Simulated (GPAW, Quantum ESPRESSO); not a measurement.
A computed F K-edge spectrum of one site in a crystal of Co, F and K, with its zero at a photon energy of about 679.6 eV (LDA puts this hole about 5 eV below PBE, itself good to a few eV). Method: GPAW, LDA + U, full core hole (charged cell) in a small cell, dipole transitions, broadening that rises with energy.

Energy from the lowest empty level; intensity scaled to a mean of 1 over the first 20 eV:

```tsv
E (eV)	intensity
-2.0	0.00
-1.5	0.00
-1.0	0.00
-0.5	0.00
0.0	0.02
0.5	0.10
1.0	0.36
1.5	0.88
2.0	0.79
2.5	0.68
3.0	0.93
3.5	1.34
4.0	1.72
4.5	2.24
5.0	2.28
5.5	2.01
6.0	1.89
6.5	1.74
7.0	1.58
7.5	1.36
8.0	1.15
8.5	1.07
9.0	1.06
9.5	1.04
10.0	1.06
10.5	1.03
11.0	0.87
11.5	0.65
12.0	0.46
12.5	0.35
13.0	0.30
13.5	0.30
14.0	0.35
14.5	0.45
15.0	0.59
15.5	0.72
16.0	0.87
16.5	1.02
17.0	1.15
17.5	1.21
18.0	1.18
18.5	1.07
19.0	0.91
19.5	0.75
20.0	0.63
20.5	0.56
21.0	0.53
21.5	0.56
22.0	0.62
22.5	0.69
23.0	0.77
23.5	0.85
24.0	0.92
24.5	0.98
25.0	1.04
25.5	1.11
26.0	1.18
26.5	1.24
27.0	1.28
27.5	1.29
28.0	1.28
28.5	1.26
29.0	1.24
29.5	1.24
30.0	1.26
30.5	1.29
31.0	1.32
31.5	1.33
32.0	1.29
```

**Question.** Which coordination does this site have?

A K edge sees empty p states; the first features are F p mixed into the empty d states of the Co neighbours, and the broad ones above probably into the cations' higher empty bands. It is atom 5 of KCoF3 (Pm-3m), with 2 Co at 2.04 Å (linear, site symmetry 4/mmm). Its main maxima below 24 eV lie at 1.7 eV (0.93), 4.8 eV (2.36) and 17.6 eV (1.21). A near-edge spectrum doesn't fix the structure by itself; it is matched against candidates. The hole lies in one spin channel, while the script sums the empty states of both and takes the lower zero; where the two channels are split, this blurs and shifts the curve. The spins start antiferromagnetically in a simple order, which needn't be the measured one; gap and edge can depend on it. The holes are only 5.8 Å apart, so the shape is probably not converged with cell size; no larger cell was run here. The mesh is coarse (0.27 Å⁻¹ between points), so small maxima may be mesh ripples. Lifetime broadening is put in by hand, and intensities beyond about 20 eV depend on it and on the partial waves; weight that the partial waves miss at high energy is lost. The structure is a published determination, not relaxed.

[Banner, clock and machine lines of the logs are left out without a mark of their own.]

[Logs are printed without paths, hosts, clocks, repeated set-up lines and the standing remarks that a program may print on its own settings, such as how far it seeks lower states.]

[Hosts, paths, dates, database ids (printed as entryN), source tags and the programs' standing remarks are cut or masked in the printed files.]

[Lists of maxima count a maximum above −3 eV only where it reaches 4 % of the highest in the window and stands out from its surroundings by 2 % of it (1.5 % where it reaches 55 %); shoulders and weaker maxima are passed over, and of the rest the first, up to two pre-edge ones and the few strongest are named.]
